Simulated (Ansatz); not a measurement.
# TaTc (Pm-3m): Grüneisen parameters

Aim: how the phonons of TaTc (Pm-3m) shift with volume, and the thermal expansion that follows.

Program: Ansatz 0.2.0. Level of theory: DFT PBEsol, scalar-relativistic, plane waves, PAW; PAW set ansatz+soft_1. Results are calculated unless marked as measured.

## (1) Set-up

Symmetry: Pm-3m, No. 221, cubic system. Conventional cell: a = 3.152 Å, b = 3.152 Å, c = 3.152 Å, α = 90.00°, β = 90.00°, γ = 90.00°. Nearest to Ta lie 8 Tc at 2.73 Å. Nearest to Tc lie 8 Ta at 2.73 Å. Farther neighbours are not listed.

## (2) The dispersion

The cell comes from relaxations at this level that are not shown. Stability and thermal properties need the whole zone. Linear response on a 4×4×4 q mesh gives force constants as far as a supercell of that size would.

The input, input.yaml:

```yaml
crystal:
  lattice:
    - [3.1521831826, 0.0, 0.0]
    - [0.0, 3.1521831826, 0.0]
    - [0.0, 0.0, 3.1521831826]
  atoms:
    - { symbol: Ta, position: [0.0, 0.0, 0.0] }
    - { symbol: Tc, position: [0.5, 0.5, 0.5] }
kpoints:
  mp_grid: { grid: [16, 16, 16] }
hamiltonian:
  xc: pbesol
  pseudopotentials: { kind: paw, azcp: { Ta: "soft_1/Ta.paw.azcp" }, xc_functional: pbe }
scf:
  occupations: { method: methfessel_paxton, width: 0.2 }
output:
  eigenvalues: true
phonons:
  method: dfpt
  qmesh: [4, 4, 4]
  temperatures: { t_max: 1000, t_step: 50 }
  qpath:
    path:
      - [[0.0, 0.0, 0.0], [0.0, 0.5, 0.0], [0.5, 0.5, 0.0], [0.0, 0.0, 0.0], [0.5, 0.5, 0.5], [0.0, 0.5, 0.0]]
      - [[0.5, 0.5, 0.5], [0.5, 0.5, 0.0]]
    npoints: 10
```

On the command line:

```console
> ansatz run input.yaml --threads 4 --pin off --max-ram 10240MiB --backend cpu --events-out ev --progress --plain --runs-dir out
```

Numbers of over 12 decimals in the logs are rounded to 6 here.

The log of the run:

```text
Engine: ansatz 0.2.0, aarch64-unknown-linux-gnu
Pseudopotentials: kind: paw
Pseudopotential: Ta, paw, valence charge 13, recommended cutoff 420 eV (normal), soft_1/Ta.paw.azcp
Pseudopotential: Tc, paw, valence charge 15, recommended cutoff 500 eV (normal), Tc.paw.azcp
Functional definition: PBEsol
  exchange = pbesol_x
  correlation = pbesol_c
Crystal: 2 atoms, lattice volume = 31.321 Å³
Basis set: ecut = 500 eV, 799 PW (Γ), exchange–correlation on 48×48×48 points (8 copies of the dense FFT grid, shifted against one another)
Bands: 18, of which v1, the nominal top of the filled ones, is band 14 counted from 1 (13 counted from 0)
Symmetry: 48 space group operations
k-points: 165 of 4096
Non-local potential: Ta, projectors of the file, l = 0: 3, l = 1: 2, l = 2: 2, l = 3: 1
Non-local potential: Tc, projectors of the file, l = 0: 3, l = 1: 3, l = 2: 2, l = 3: 2
PAW form: soft (Blöchl's): semilocal exchange-correlation on the pseudo side does not see the compensation charge
PAW frozen core: Ta, regenerated for the run's functional, and the local potential with it (the file was generated under x = pbe(κ = 0.804, μ = 0.219515), c = pbe(β = 0.066725))
PAW frozen core: Tc, regenerated for the run's functional, and the local potential with it (the file was generated under x = pbe(κ = 0.804, μ = 0.219515), c = pbe(β = 0.066725))
PAW one-centre angular grid: Ta, 590 points (default); XC on 64 Gauss nodes
PAW one-centre angular grid: Tc, 590 points (default); XC on 64 Gauss nodes
Initial density: superposition of atomic densities (chi_scale 0.1, normalization cell, long waves kept (reshape's long-wave potential 0.00 eV rms))
Initial wavefunctions: pseudopotential atomic-orbital guess
Functional: x = pbesol(κ = 0.804, μ = 0.123457), c = pbesol(β = 0.046)
SCF iter   1: F=—  HF=-15146.446741 eV  |F-HF|=—  |Δ(HF+E_count)|=         —  Δρ=6.83e-2  dr2=1.03e0  ethr=3.10e-3  ⟨swp⟩=4.9  Hψ=12515  notcnv=0
preconditioner: auto → none  [metal: Δε(μ)=0.052 eV  Ē_g=5.519 eV  σ=0.200 eV  W_gap=0.22  n_scr=6 (ndim 8)  ℏωp=23.0 eV  f_vac=0.000  D(μ)=0.50/eV (n_scr^D=0)  sad-step TF]
SCF iter   2: F=—  HF=-15146.183271 eV  |F-HF|=—  |Δ(HF+E_count)|=   2.63e-1  S|Δr|=    0.00e0  Δρ=3.73e-2  dr2=3.14e-1  ethr=3.10e-3  ⟨swp⟩=2.0  Hψ=4926  notcnv=0  defer=1
SCF iter   3: F=—  HF=-15146.069449 eV  |F-HF|=—  |Δ(HF+E_count)|=   1.14e-1  S|Δr|=    0.00e0  Δρ=2.92e-3  dr2=1.05e-3  ethr=1.12e-3  ⟨swp⟩=2.9  Hψ=5788  notcnv=0  defer=1
SCF iter   4: F=—  HF=-15146.069475 eV  |F-HF|=—  |Δ(HF+E_count)|=   2.58e-5  S|Δr|=    0.00e0  Δρ=4.75e-4  dr2=4.99e-5  ethr=3.74e-6  ⟨swp⟩=2.0  Hψ=5007  notcnv=0  defer=1
SCF iter   5: F=—  HF=-15146.069469 eV  |F-HF|=—  |Δ(HF+E_count)|=   5.92e-6  S|Δr|=    0.00e0  Δρ=5.99e-5  dr2=7.14e-7  ethr=1.78e-7  ⟨swp⟩=2.1  Hψ=4614  notcnv=0  defer=1
SCF iter   6: F=—  HF=-15146.069473 eV  |F-HF|=—  |Δ(HF+E_count)|=   3.47e-6  S|Δr|=    0.00e0  Δρ=5.34e-6  dr2=9.18e-9  ethr=2.55e-9  ⟨swp⟩=2.8  Hψ=5336  notcnv=0  defer=1
SCF iter   7: F=—  HF=-15146.069473 eV  |F-HF|=—  |Δ(HF+E_count)|=  4.93e-10  S|Δr|=    0.00e0  Δρ=5.19e-7  dr2=5.25e-11  ethr=3.28e-11  ⟨swp⟩=2.4  Hψ=3966  notcnv=0  defer=1
SCF iter   8: F=-15146.069473 eV  HF=-15146.069473 eV  |F-HF|=1.82e-12  |Δ(HF+E_count)|=  1.09e-11  S|Δr|=    0.00e0  Δρ=4.45e-8  dr2=5.76e-13  ethr=1.00e-12  ⟨swp⟩=5.5  Hψ=12485  notcnv=0
SCF 1 converged in 8 iterations: F = -15146.069473 eV  dr2 = 5.76e-13
  greatest PAW one-centre occupation: 0.999 electrons in one spin orbital (limit 2), on the Ta atom at site 0 (counted from 0), in its partial waves of l = 0
Initial density: read from a saved state, or passed on in memory by an earlier SCF of this step, an earlier step, the calling program or the single point that the run made first
iter 1 solved again at ethr=4.46e-10 eV; its pass at ethr=3.10e-3 eV (dr2=1.25e-7 eV) is discarded
SCF iter   1: F=—  HF=-15146.069473 eV  |F-HF|=—  |Δ(HF+E_count)|=         —  Δρ=5.99e-8  dr2=7.25e-13  ethr=4.46e-10  ⟨swp⟩=4.0  Hψ=23967  notcnv=0
preconditioner: auto → none  [metal: Δε(μ)=0.085 eV  Ē_g=5.270 eV  σ=0.200 eV  W_gap=0.34  n_scr=6 (ndim 8)  ℏωp=23.0 eV  f_vac=0.000  D(μ)=0.56/eV (n_scr^D=0)]
SCF iter   2: F=-15146.069473 eV  HF=-15146.069473 eV  |F-HF|=3.64e-12  |Δ(HF+E_count)|=  8.49e-10  S|Δr|=    0.00e0  Δρ=2.43e-8  dr2=1.34e-13  ethr=1.00e-12  ⟨swp⟩=4.3  Hψ=9548  notcnv=0
SCF 2 converged in 2 iterations: F = -15146.069473 eV  dr2 = 1.34e-13
phonons: the bands overlap, so this run is a metal and interpolates without the dipole-dipole term. If the crystal is really an insulator or semiconductor, its LO-TO splitting is missing
NSCF: frozen V_eff on 165 k-points
NSCF: frozen V_eff on 405 k-points
DFPT response loops at q = (0, 0, 0) (fractional): preconditioner auto → Kerker (q_TF=auto, 2.678 Å⁻¹) (partly filled bands, converged f_vac=0.000); β = 1.00, the filter's whole step (`scf.mixing.beta` (0.50) is not read by the response loops under this deck's `scf.mixing.preconditioner`; to damp them name `kerker` or `kerker_dos`, under which they read `scf.mixing.beta`, and type it under 1.00, their step now; both keys bind the ground state too); Broyden in place of MSR1
NSCF: frozen V_eff on 2592 k-points
DFPT response loops at q = (0, 0, 0.25) (fractional): mixed as the last ones told, above
NSCF: frozen V_eff on 1458 k-points
DFPT response loops at q = (0, 0, -0.5) (fractional): mixed as the last ones told, above
NSCF: frozen V_eff on 4608 k-points
DFPT response loops at q = (0, 0.25, 0.25) (fractional): mixed as the last ones told, above
NSCF: frozen V_eff on 2592 k-points
DFPT response loops at q = (0, 0.25, -0.5) (fractional): mixed as the last ones told, above
NSCF: frozen V_eff on 1458 k-points
DFPT response loops at q = (0, -0.5, -0.5) (fractional): mixed as the last ones told, above
NSCF: frozen V_eff on 4352 k-points
DFPT response loops at q = (0.25, 0.25, 0.25) (fractional): mixed as the last ones told, above
NSCF: frozen V_eff on 4608 k-points
DFPT response loops at q = (0.25, 0.25, -0.5) (fractional): mixed as the last ones told, above
NSCF: frozen V_eff on 2592 k-points
DFPT response loops at q = (0.25, -0.5, -0.5) (fractional): mixed as the last ones told, above
NSCF: frozen V_eff on 810 k-points
DFPT response loops at q = (-0.5, -0.5, -0.5) (fractional): mixed as the last ones told, above
SCF converged after 8 iterations
Stability not checked: this state was not tested for a lower state beside it, because cold or Methfessel-Paxton smearing, or corrected tetrahedra, fill the levels in a way that the test cannot read (fill_not_monotonic; see scf.lower_state_search)
Free energy (F): -15146.069473 eV
Harris-Foulkes:  -15146.069473 eV  (|F-HF|=1.82e-12)
Internal energy: -15146.068792 eV  (E = F + TS)
E sigma→0 (E₀):  -15146.069303 eV
Entropy (-TS):   -0.000681 eV (-0.340 meV/atom)
Fermi energy:    21.329965 eV
--- Per-component energies (eV) ---
  E_band       = -147.196636
  E_kinetic    = 1017.359522
  E_local      = -1746.096584  (includes V_loc(G=0)·N_el)
  E_nonlocal   = 279.890210
  E_hartree    = 528.616153
  E_xc         = -557.572115
  E_vxc        = -528.634641  (∫ρ·V_xc dr)
  E_paw        = -11400.994161  (= ΣΔE_a)
  E_vpaw       = -226.947471  (= ΣTr[D̂ρ^β])
  E_aug_tail   = 0.000033  (compensation charges beyond the density's cutoff)
  E_ewald      = -3267.712407
  E_core_change = 0.440557  (= ΣΔE_core)
  E_smearing   = -0.000681  (= −TS)
  E_closure    = -0.000000  (closes the sum)
  Σ components = -15146.069473   (vs F -15146.069473, Δ=0.00e0)
--- Band table (eV; the first three rows and the last of 165) ---
  k-point 0: bands = [... 10 lower, 15.8552, 20.0083, 20.0083, 20.0083, 23.4244, 23.4244, 26.5141, 26.5141]
  k-point 1: bands = [... 10 lower, 15.9309, 19.9989, 19.9989, 20.0434, 23.2982, 23.4677, 26.1444, 26.1444]
  k-point 2: bands = [... 10 lower, 16.1484, 19.9758, 19.9758, 20.1473, 22.9405, 23.5909, 25.3561, 25.3561]
  k-point 164: bands = [... 10 lower, 18.4460, 18.9996, 18.9996, 18.9996, 22.6921, 22.6921, 26.2993, 26.2993]
--- Phonons (Γ-DFPT): 2 representative perturbations + reference (Σ response iterations 6) ---
  ASR residual: 2.288e-5 → 0.000e0 eV/Å²; symmetrization residual: 4.527e-6 eV/Å²
  ASR residual per site (eV/Å²): 1.87e-5 2.29e-5
  Γ frequencies (cm⁻¹): 0.00 0.00 0.00 191.93 191.93 191.93
--- Phonons (arbitrary-q DFPT): 10 irreducible q on the 4×4×4 mesh ---
  q = [0.0000, 0.0000, 0.0000] (star 1, of the zone-centre solve; hermiticity 1.05e-6, symmetrization 7.26e-13): -0.00 -0.00 0.00 191.93 191.93 191.93
  q = [0.0000, 0.0000, 0.2500] (star 6, 4 solved perturbations in 4032 linear systems a pass and spin channel, the states on 1296 of 4096 k-point pairs; hermiticity 1.21e-6, symmetrization 9.30e-14): 70.70 70.70 143.12 190.34 190.34 237.53
  q = [0.0000, 0.0000, -0.5000] (star 3, 4 solved perturbations in 2268 linear systems a pass and spin channel, the states on 729 of 4096 k-point pairs; hermiticity 1.57e-7, symmetrization 7.75e-8): 107.14 107.14 185.56 185.56 216.00 250.47
  q = [0.0000, 0.2500, 0.2500] (star 12, 4 solved perturbations in 7056 linear systems a pass and spin channel, the states on 2304 of 4096 k-point pairs; hermiticity 1.17e-6, symmetrization 4.09e-14): 94.83 114.83 162.10 185.29 223.87 228.78
  q = [0.0000, 0.2500, -0.5000] (star 12, 6 solved perturbations on 1296 of 4096 k-point pairs; hermiticity 5.62e-7, symmetrization 2.73e-8): 116.38 136.55 185.65 188.68 226.08 250.81
  q = [0.0000, -0.5000, -0.5000] (star 3, 4 solved perturbations in 2268 linear systems a pass and spin channel, the states on 729 of 4096 k-point pairs; hermiticity 4.94e-7, symmetrization 1.39e-11): 120.36 161.53 161.53 185.16 253.96 253.96
  q = [0.2500, 0.2500, 0.2500] (star 8, 2 solved perturbations on 2176 of 4096 k-point pairs; hermiticity 6.89e-7, symmetrization 7.80e-14): 130.62 130.62 163.80 224.56 224.56 231.26
  q = [0.2500, 0.2500, -0.5000] (star 12, 4 solved perturbations in 7056 linear systems a pass and spin channel, the states on 2304 of 4096 k-point pairs; hermiticity 3.22e-7, symmetrization 4.04e-8): 141.03 142.27 176.55 225.36 227.80 245.41
  q = [0.2500, -0.5000, -0.5000] (star 6, 4 solved perturbations in 4032 linear systems a pass and spin channel, the states on 1296 of 4096 k-point pairs; hermiticity 5.79e-7, symmetrization 1.24e-8): 147.85 165.23 165.23 234.30 249.77 249.77
  q = [-0.5000, -0.5000, -0.5000] (star 1, 2 solved perturbations on 405 of 4096 k-point pairs; hermiticity 5.83e-10, symmetrization 2.92e-10): 164.41 164.41 164.41 249.01 249.01 249.01
  sum rule: each row above includes the acoustic sum rule's correction from the zone centre's row sums; it moved no ω² by more than (0.25 cm⁻¹)²
  mesh force constants: q→R imaginary residual 1.16e-18; ASR residual 2.288e-5 → 0.000e0 eV/Å²; symmetrization residual 7.105e-15 eV/Å²
  interpolated dispersion: 62 rows × 6 modes
  density of states and harmonic sums: on the 20×20×20 q-mesh, interpolated from the force constants of a 4×4×4 supercell (no non-analytic term)
  largest difference from the sums on the solved wave vectors: F 1.15e-2 eV, S 1.55e-5 and C_V 4.01e-6 eV/K
  zero-point energy: 0.067117 eV/cell   skipped modes (ω ≤ 0): 3   left out of the sums: 6.25e-5 of the cell's modes: C_V's classical limit lies that fraction below 3 k_B per atom; for a crystal, a wire or a layer, F and S can be off by more, and a phonons.interpolated_qmesh denser along its periods is the remedy for the sampling
```

Wall time 10 min (4 threads of Arm Neoverse V1, shared host); peak memory 3.7 GiB; 40 min of CPU time.

Numbers from this step:

```yaml
volume_per_atom: 15.66 Å³
gap_on_the_k_mesh: 0 eV
sum_rule_residual_before_enforcement: 2.29e-5 eV/Å²
lowest_frequency_on_the_path: 0 cm⁻¹
point_group: m-3m
highest_frequency_on_the_path_or_at_a_solved_wavevector: 254 cm⁻¹
mean_frequency: 180.5 cm⁻¹
debye_temperature_second_moment: 348 K
logarithmic_mean_frequency: 171.7 cm⁻¹
highest_optical_mode_at_the_zone_centre_no_lo_to_term: 191.9 cm⁻¹
lowest_optical_zone_centre_mode: 191.9 cm⁻¹
lowest_mode_on_the_q_mesh_acoustic_modes_at_gamma_apart: 70.7 cm⁻¹
zero_point_energy_per_atom: 33.56 meV
heat_capacity_at_300_k: 23.34 J/(mol atoms K)
vibrational_entropy_at_300_k: 30.61 J/(mol atoms K)
```

Frequencies (cm⁻¹) solved at each irreducible wavevector; negative means imaginary. Frequencies by wavevector, by row:

| q in reciprocal lattice units | star | mode 1 | mode 2 | mode 3 | mode 4 | mode 5 | mode 6 |
| --- | --- | --- | --- | --- | --- | --- | --- |
| 0 0 0 | 1 | 0 | 0 | 0 | 191.9 | 191.9 | 191.9 |
| 0 0 0.25 | 6 | 70.7 | 70.7 | 143.1 | 190.3 | 190.3 | 237.5 |
| 0 0 -0.5 | 3 | 107.1 | 107.1 | 185.6 | 185.6 | 216 | 250.5 |
| 0 0.25 0.25 | 12 | 94.8 | 114.8 | 162.1 | 185.3 | 223.9 | 228.8 |
| 0 0.25 -0.5 | 12 | 116.4 | 136.6 | 185.7 | 188.7 | 226.1 | 250.8 |
| 0 -0.5 -0.5 | 3 | 120.4 | 161.5 | 161.5 | 185.2 | 254 | 254 |
| 0.25 0.25 0.25 | 8 | 130.6 | 130.6 | 163.8 | 224.6 | 224.6 | 231.3 |
| 0.25 0.25 -0.5 | 12 | 141 | 142.3 | 176.6 | 225.4 | 227.8 | 245.4 |
| 0.25 -0.5 -0.5 | 6 | 147.8 | 165.2 | 165.2 | 234.3 | 249.8 | 249.8 |
| -0.5 -0.5 -0.5 | 1 | 164.4 | 164.4 | 164.4 | 249 | 249 | 249 |

Symmetry leaves 10 wavevectors to solve. The lowest mode among them, the acoustic zeros apart, lies at q = (0, 0, 0.25) and is real, 70.7 cm⁻¹.

## (3) Relaxing at another volume, volume ratio 0.97

The volume is scaled by 0.97 and held; symmetry leaves nothing to relax, so this is a single point. The modes can then be followed against volume.

input.yaml, the sections that differ from step 2:

```yaml
crystal:
  lattice:
    - [3.1203407713, 0.0, 0.0]
    - [0.0, 3.1203407713, 0.0]
    - [0.0, 0.0, 3.1203407713]
  atoms:
    - { symbol: Ta, position: [0.0, 0.0, 0.0] }
    - { symbol: Tc, position: [0.5, 0.5, 0.5] }
output:
  forces: true
  stress: true
  eigenvalues: true
# kpoints, hamiltonian, scf: as in step 2
# phonons: removed
```

The log of the run:

```text
[...]
Crystal: 2 atoms, lattice volume = 30.381 Å³
Basis set: ecut = 500 eV, 751 PW (Γ), exchange–correlation on 48×48×48 points (8 copies of the dense FFT grid, shifted against one another)
Bands: 18, of which v1, the nominal top of the filled ones, is band 14 counted from 1 (13 counted from 0)
Symmetry: 48 space group operations
[...]
k-points: 165 of 4096
[...]
--- Band table (eV; the first three rows and the last of 165) ---
  k-point 0: bands = [... 10 lower, 16.3735, 20.7060, 20.7060, 20.7060, 24.2470, 24.2470, 27.4816, 27.4816]
  k-point 1: bands = [... 10 lower, 16.4538, 20.6962, 20.6962, 20.7424, 24.1129, 24.2928, 27.0920, 27.0920]
  k-point 2: bands = [... 10 lower, 16.6848, 20.6725, 20.6725, 20.8502, 23.7339, 24.4238, 26.2668, 26.2668]
  k-point 164: bands = [... 10 lower, 19.1369, 19.6891, 19.6891, 19.6891, 23.5158, 23.5158, 27.2494, 27.2494]
[key lines of the parts left out:]
SCF converged after 6 iterations
Free energy (F): -15146.043890 eV
Fermi energy:    22.107731 eV
P = ⅓ Tr σ = 8.9573 GPa (89.573 kbar)
```

It took 1.6 s on 4 threads; peak memory 0.4 GiB; 5.6 s of CPU time.

Numbers from this step:

| Property | Result |
| --- | --- |
| pressure | 8.957 GPa |
| volume per atom | 15.19 Å³ |

The run ends at a pressure of 8.96 GPa.

## (4) Phonons at the other volume, volume ratio 0.97

The phonons are repeated at this volume on the same k and q meshes.

Edit input.yaml of step 3 so:

```diff
@@ -16,4 +16,11 @@
 output:
-  forces: true
-  stress: true
   eigenvalues: true
+phonons:
+  method: dfpt
+  qmesh: [4, 4, 4]
+  temperatures: { t_max: 1000, t_step: 50 }
+  qpath:
+    path:
+      - [[0.0, 0.0, 0.0], [0.0, 0.5, 0.0], [0.5, 0.5, 0.0], [0.0, 0.0, 0.0], [0.5, 0.5, 0.5], [0.0, 0.5, 0.0]]
+      - [[0.5, 0.5, 0.5], [0.5, 0.5, 0.0]]
+    npoints: 10
```

The log of the run:

```text
[...]
Crystal: 2 atoms, lattice volume = 30.381 Å³
Basis set: ecut = 500 eV, 751 PW (Γ), exchange–correlation on 48×48×48 points (8 copies of the dense FFT grid, shifted against one another)
Bands: 18, of which v1, the nominal top of the filled ones, is band 14 counted from 1 (13 counted from 0)
Symmetry: 48 space group operations
k-points: 165 of 4096
[...]
SCF iter   1: F=—  HF=-15146.407225 eV  |F-HF|=—  |Δ(HF+E_count)|=         —  Δρ=6.88e-2  dr2=9.95e-1  ethr=3.10e-3  ⟨swp⟩=5.0  Hψ=12487  notcnv=0
[...]
SCF iter   8: F=-15146.043890 eV  HF=-15146.043890 eV  |F-HF|=3.64e-12  |Δ(HF+E_count)|=  1.27e-11  S|Δr|=    0.00e0  Δρ=3.71e-8  dr2=3.33e-13  ethr=1.00e-12  ⟨swp⟩=5.3  Hψ=11932  notcnv=0
SCF 1 converged in 8 iterations: F = -15146.043890 eV  dr2 = 3.33e-13
[...]
SCF iter   1: F=—  HF=-15146.043889 eV  |F-HF|=—  |Δ(HF+E_count)|=         —  Δρ=4.69e-8  dr2=2.42e-13  ethr=5.15e-10  ⟨swp⟩=4.1  Hψ=23622  notcnv=0
eigensolver tolerance schedule: the retry pair's looser diagonalisation over-reported the residual by 595259.67 of it (diagonalisation noise at 0.11 of the residual, at the tolerance the schedule requests for it); recorded, not acted on — ethr = c·dr2/N_el stays at c = 1.0e-1
[...]
SCF iter   2: F=-15146.043890 eV  HF=-15146.043890 eV  |F-HF|=1.82e-12  |Δ(HF+E_count)|=   5.95e-7  S|Δr|=    0.00e0  Δρ=2.87e-8  dr2=2.66e-13  ethr=1.00e-12  ⟨swp⟩=4.6  Hψ=9685  notcnv=0
SCF 2 converged in 2 iterations: F = -15146.043890 eV  dr2 = 2.66e-13
[...]
NSCF: frozen V_eff on 165 k-points
[...]
SCF converged after 8 iterations
[...]
Free energy (F): -15146.043890 eV
[...]
Internal energy: -15146.043407 eV  (E = F + TS)
E sigma→0 (E₀):  -15146.043769 eV
Entropy (-TS):   -0.000483 eV (-0.241 meV/atom)
Fermi energy:    22.107738 eV
[...]
--- Band table (eV; the first three rows and the last of 165) ---
  k-point 0: bands = [... 10 lower, 16.3735, 20.7060, 20.7060, 20.7060, 24.2470, 24.2470, 27.4816, 27.4816]
  k-point 1: bands = [... 10 lower, 16.4538, 20.6963, 20.6963, 20.7424, 24.1129, 24.2928, 27.0920, 27.0920]
  k-point 2: bands = [... 10 lower, 16.6848, 20.6725, 20.6725, 20.8502, 23.7339, 24.4238, 26.2668, 26.2668]
  k-point 164: bands = [... 10 lower, 19.1369, 19.6891, 19.6891, 19.6891, 23.5158, 23.5158, 27.2493, 27.2493]
[...]
ASR residual: 6.592e-6 → 0.000e0 eV/Å²; symmetrization residual: 6.615e-6 eV/Å²
  ASR residual per site (eV/Å²): 2.61e-6 6.59e-6
  Γ frequencies (cm⁻¹): 0.00 0.00 0.00 205.22 205.22 205.22
--- Phonons (arbitrary-q DFPT): 10 irreducible q on the 4×4×4 mesh ---
[...]
interpolated dispersion: 62 rows × 6 modes
[...]
```

The job ended after 10 min (4 threads; peak memory 3.7 GiB; 39 min of CPU time).

Numbers from this step:

```yaml
sum_rule_residual_before_enforcement: 6.59e-6 eV/Å²
highest_frequency_on_the_path_or_at_a_solved_wavevector: 269.2 cm⁻¹
mean_frequency: 189.7 cm⁻¹
debye_temperature_second_moment: 367 K
logarithmic_mean_frequency: 180.3 cm⁻¹
highest_optical_mode_at_the_zone_centre_no_lo_to_term: 205.2 cm⁻¹
lowest_optical_zone_centre_mode: 205.2 cm⁻¹
lowest_mode_on_the_q_mesh_acoustic_modes_at_gamma_apart: 74.25 cm⁻¹
zero_point_energy_per_atom: 35.28 meV
heat_capacity_at_300_k: 23.18 J/(mol atoms K)
vibrational_entropy_at_300_k: 29.47 J/(mol atoms K)
```

Frequencies (cm⁻¹) solved at each irreducible wavevector; negative means imaginary. Frequencies by wavevector, by row:

| q in reciprocal lattice units | star | mode 1 | mode 2 | mode 3 | mode 4 | mode 5 | mode 6 |
| --- | --- | --- | --- | --- | --- | --- | --- |
| 0 0 0 | 1 | 0 | 0 | 0 | 205.2 | 205.2 | 205.2 |
| 0 0 0.25 | 6 | 74.2 | 74.2 | 149.1 | 203.1 | 203.1 | 248.3 |
| 0 0 -0.5 | 3 | 113.7 | 113.7 | 195.4 | 195.4 | 224.4 | 261 |
| 0 0.25 0.25 | 12 | 99.9 | 118.2 | 169.8 | 197.1 | 237 | 239.3 |
| 0 0.25 -0.5 | 12 | 123.5 | 142.4 | 191.5 | 199 | 240.1 | 263.9 |
| 0 -0.5 -0.5 | 3 | 128.1 | 167.5 | 167.5 | 195.6 | 269.2 | 269.2 |
| 0.25 0.25 0.25 | 8 | 135.7 | 135.7 | 171.7 | 238.3 | 238.3 | 241.2 |
| 0.25 0.25 -0.5 | 12 | 147.2 | 149.6 | 183.3 | 238.6 | 239.6 | 258.9 |
| 0.25 -0.5 -0.5 | 6 | 155.9 | 172.6 | 172.6 | 245.8 | 263.7 | 263.7 |
| -0.5 -0.5 -0.5 | 1 | 173.7 | 173.7 | 173.7 | 261.4 | 261.4 | 261.4 |

The highest optical mode at the zone centre (no LO-TO term) is 205.2 cm⁻¹, +13.3 cm⁻¹ against the base run.

(Part 1 of 2 ends here.)

[Logs are printed without paths, hosts, clocks, repeated set-up lines and the standing remarks that a program may print on its own settings, such as how far it seeks lower states.]

[Hosts, paths, dates, database ids (printed as entryN), source tags and the programs' standing remarks are cut or masked in the printed files.]
